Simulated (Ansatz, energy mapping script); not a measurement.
# BaMnO2 in the infinite layer structure: energy mapping under PBE+U (1.32 eV), part 2 of 2

Aim: the exchange couplings of BaMnO2 in the infinite layer structure from the energies of a few collinear orders, and the ordering temperature that they give.

PBE with U = 1.32 eV on Mn d, ortho-atomic projectors; plane waves, U on orthogonalised atomic orbitals unless named otherwise, collinear spin, no spin–orbit coupling.

So far. Step 7 (Run 4 (compensated +−; cell B, 8 atoms)): The run ends antiferromagnetic, 40.48 meV a magnetic atom above the parallel order of its cell (energies taken at zero occupation width, not the printed F). Step 8 (Parallel start in cell C (8 atoms)): The run ends ferromagnetic. For each magnetic atom its energy differs from the parallel run of the first cell by 1.17 meV, an error that one common reference would have brought in.

## Step 9: Order 6: compensated +−, cell C of 8 atoms

This order reverses 0 of the 2 neighbours at 3.71 Å, 4 of the 4 neighbours at 4.13 Å and 8 of the 8 neighbours at 5.55 Å, counted for an average magnetic atom.

Input file input.yaml:

```yaml
crystal:
  lattice:
    - [0.0, 0.0, -3.714721928]
    - [4.127187672, 4.127187672, 0.0]
    - [4.127187672, -4.127187672, 0.0]
  atoms:
    - { symbol: Ba, position: [0.5, 0.5, 0.0] }
    - { symbol: Ba, position: [0.5, 0.0, 0.5] }
    - { symbol: Mn, position: [0.0, 0.0, 0.0], spin: 4.5 }
    - { symbol: Mn, position: [0.0, 0.5, 0.5], spin: -4.5 }
    - { symbol: O, position: [0.0, 0.25, 0.25] }
    - { symbol: O, position: [0.0, 0.75, 0.75] }
    - { symbol: O, position: [0.0, 0.25, 0.75] }
    - { symbol: O, position: [0.0, 0.75, 0.25] }
magnetization:
  spin_polarized: true
kpoints:
  mp_grid: { grid: [11, 7, 7] }
hamiltonian:
  xc: pbe
  hubbard:
    sites:
      - { species: Mn, l: d, u_eff: 1.32 }
      - { site: 2, l: d, u_eff: 1.32, starting_ns: [{ spin: up, occupation_matrix: mn2_major }, { spin: down, occupation_matrix: mn2_minor }] }
      - { site: 3, l: d, u_eff: 1.32, starting_ns: [{ spin: up, occupation_matrix: mn2_minor }, { spin: down, occupation_matrix: mn2_major }] }
    projectors: ortho-atomic
    occupation_matrices:
      mn2_major:
        matrix:
          - [0.936, 0.0, 0.0, 0.0, 0.0]
          - [0.0, 0.995, 0.0, 0.0, 0.0]
          - [0.0, 0.0, 0.995, 0.0, 0.0]
          - [0.0, 0.0, 0.0, 0.752, 0.0]
          - [0.0, 0.0, 0.0, 0.0, 0.997]
      mn2_minor:
        matrix:
          - [0.321, 0.0, 0.0, 0.0, 0.0]
          - [0.0, 0.062, 0.0, 0.0, 0.0]
          - [0.0, 0.0, 0.062, 0.0, 0.0]
          - [0.0, 0.0, 0.0, 0.203, 0.0]
          - [0.0, 0.0, 0.0, 0.0, 0.098]
scf:
  occupations: { method: fermi_dirac, width: 0.05 }
output:
  eigenvalues: true
```

Command:

```sh
> ansatz run input.yaml --threads 4 --pin off --max-ram 8192MiB --backend cpu --events-out ev --progress --plain --runs-dir out
```

It took 15 s on 4 threads of Arm Neoverse V1, shared host; peak memory 0.91 GiB; 57 s of CPU time.

The run ends antiferromagnetic, 163.60 meV a magnetic atom above the parallel order of its cell (energies taken at zero occupation width, not the printed F).

## Step 10: Order 7: parallel, cell D of 8 atoms

The parallel order again, as the reference for this cell.

This run holds the same structure in another cell (a 3.715 → 4.127 Å, b 5.837 → 4.127 Å, c 5.837 → 7.429 Å).

Input file input.yaml:

```yaml
crystal:
  lattice:
    - [4.127187672, 0.0, 0.0]
    - [0.0, 4.127187672, 0.0]
    - [0.0, 0.0, 7.429443856]
  atoms:
    - { symbol: Ba, position: [0.5, 0.5, 0.25] }
    - { symbol: Ba, position: [0.5, 0.5, 0.75] }
    - { symbol: Mn, position: [0.0, 0.0, 0.0], spin: 4.5 }
    - { symbol: Mn, position: [0.0, 0.0, 0.5], spin: 4.5 }
    - { symbol: O, position: [0.5, 0.0, 0.0] }
    - { symbol: O, position: [0.5, 0.0, 0.5] }
    - { symbol: O, position: [0.0, 0.5, 0.0] }
    - { symbol: O, position: [0.0, 0.5, 0.5] }
magnetization:
  spin_polarized: true
kpoints:
  mp_grid: { grid: [10, 10, 6] }
hamiltonian:
  xc: pbe
  hubbard:
    sites:
      - { species: Mn, l: d, u_eff: 1.32 }
      - { site: 2, l: d, u_eff: 1.32, starting_ns: [{ spin: up, occupation_matrix: mn2_major }, { spin: down, occupation_matrix: mn2_minor }] }
      - { site: 3, l: d, u_eff: 1.32, starting_ns: [{ spin: up, occupation_matrix: mn2_major }, { spin: down, occupation_matrix: mn2_minor }] }
    projectors: ortho-atomic
    occupation_matrices:
      mn2_major:
        matrix:
          - [0.936, 0.0, 0.0, 0.0, 0.0]
          - [0.0, 0.995, 0.0, 0.0, 0.0]
          - [0.0, 0.0, 0.995, 0.0, 0.0]
          - [0.0, 0.0, 0.0, 0.752, 0.0]
          - [0.0, 0.0, 0.0, 0.0, 0.997]
      mn2_minor:
        matrix:
          - [0.321, 0.0, 0.0, 0.0, 0.0]
          - [0.0, 0.062, 0.0, 0.0, 0.0]
          - [0.0, 0.0, 0.062, 0.0, 0.0]
          - [0.0, 0.0, 0.0, 0.203, 0.0]
          - [0.0, 0.0, 0.0, 0.0, 0.098]
scf:
  occupations: { method: fermi_dirac, width: 0.05 }
output:
  eigenvalues: true
```

It took 38 s on 4 threads; peak memory 1.1 GiB; 2.4 min of CPU time.

The run ends ferromagnetic. For each magnetic atom its energy differs from the parallel run of the first cell by -0.86 meV, an error that one common reference would have brought in.

## Step 11: Order 8: compensated +−, cell D of 8 atoms

This order reverses 2 of the 2 neighbours at 3.71 Å, 0 of the 4 neighbours at 4.13 Å and 8 of the 8 neighbours at 5.55 Å, counted for an average magnetic atom.

Edit input.yaml of step 10 so:

```diff
@@ -9,3 +9,3 @@
     - { symbol: Mn, position: [0.0, 0.0, 0.0], spin: 4.5 }
-    - { symbol: Mn, position: [0.0, 0.0, 0.5], spin: 4.5 }
+    - { symbol: Mn, position: [0.0, 0.0, 0.5], spin: -4.5 }
     - { symbol: O, position: [0.5, 0.0, 0.0] }
@@ -24,3 +24,3 @@
       - { site: 2, l: d, u_eff: 1.32, starting_ns: [{ spin: up, occupation_matrix: mn2_major }, { spin: down, occupation_matrix: mn2_minor }] }
-      - { site: 3, l: d, u_eff: 1.32, starting_ns: [{ spin: up, occupation_matrix: mn2_major }, { spin: down, occupation_matrix: mn2_minor }] }
+      - { site: 3, l: d, u_eff: 1.32, starting_ns: [{ spin: up, occupation_matrix: mn2_minor }, { spin: down, occupation_matrix: mn2_major }] }
     projectors: ortho-atomic
```

Elapsed: 15 s, on 4 threads; peak memory 1.1 GiB.

The run ends antiferromagnetic, 99.73 meV a magnetic atom above the parallel order of its cell (energies taken at zero occupation width, not the printed F).

## Step 12: The fit

Each energy difference is a sum of couplings weighted by the pairs that the order reverses. A few near shells are fitted to the differences by least squares. Energies are those extrapolated to zero occupation width, not the free energies F.

The orders that converged (zero: parallel moments in the same cell):

| order | atoms | energy (meV a magnetic atom) | moments (μB) | moments kept as typed | opposed neighbours at 3.71, 4.13, 5.55 Å |
| --- | --- | --- | --- | --- | --- |
| parallel in cell A | 8 | 0.00 | 3.45 | yes | 0, 0, 0 |
| compensated +− in cell A | 8 | 174.41 | 3.43 | yes | 2, 2, 4 |
| parallel in cell B | 8 | 0.00 | 3.47 | yes | 0, 0, 0 |
| compensated +− in cell B | 8 | 40.48 | 3.35 | yes | 0, 2, 4 |
| parallel in cell C | 8 | 0.00 | 3.44 | yes | 0, 0, 0 |
| compensated +− in cell C | 8 | 163.60 | 3.27 | yes | 0, 4, 8 |
| parallel in cell D | 8 | 0.00 | 3.47 | yes | 0, 0, 0 |
| compensated +− in cell D | 8 | 99.73 | 3.55 | yes | 2, 0, 8 |

The Heisenberg fit (each pair counts twice, positive J is ferromagnetic):

| pair | distance (Å) | neighbours | J (meV) |
| --- | --- | --- | --- |
| Mn–Mn | 3.71 | 2 | 25.2 |
| Mn–Mn | 4.13 | 4 | 18.5 |
| Mn–Mn | 5.55 | 8 | -0.0716 |

These orders cannot tell some unfitted shells from fitted ones: the value at 4.13 Å holds J(4.13) + 2 J(8.50); other unfitted shells add to the values wholly or in part.

Adding the shell at 5.84 Å gives 33, 25, -2.1 and -5.2 meV, an exact solve that tests nothing.

Limits of this fit: it misses the energies by up to 33 meV, so no temperature is drawn.

## Step 13: Outcome

| Property | Result |
| --- | --- |
| lowest order tried | parallel |
| largest fitted value (a combination of shells), Mn–Mn at 3.71 Å | 25.2 meV |

Of the orders tried, BaMnO2 in the infinite layer structure prefers parallel moments under PBE+U (1.32 eV). The largest fitted coupling is the Mn–Mn pair at 3.71 Å, ferromagnetic at 25 meV. The orders also reverse pairs at 5.84 and 6.92 Å, which are not fitted, so the fitted values hold their part too. No fitted order reverses the pairs at 7.43 Å, so their coupling is unknown and is set to zero in the model. With 4 differences for 3 couplings the fit misses by 33 meV at most, which is not small: farther shells, terms beyond the Heisenberg form or the mesh can cause that. In the fitted orders moments change by up to 5.2 % against the parallel run of the same cell, so the mapping is rough. Every order is gapless on its mesh at this level. In a metal exchange reaches farther, and a short model of fixed moments is less apt; where the compound is in fact an insulator, these couplings come from a wrongly metallic state. The cell was built from a prototype and relaxed; a distortion that needs a larger cell, or another structure that the compound may prefer, is not captured.

[Logs and program files are shortened in this print: banners, set-up blocks, solver, clock and traceback lines can be left out without a mark of their own.]

[Logs are printed without paths, hosts, clocks, repeated set-up lines and the standing remarks that a program may print on its own settings, such as how far it seeks lower states.]

[Hosts, paths, dates, database ids (printed as entryN), source tags and the programs' standing remarks are cut or masked in the printed files.]

[Where a cell is said to come from a database of computed structures, the database is the Materials Project.]
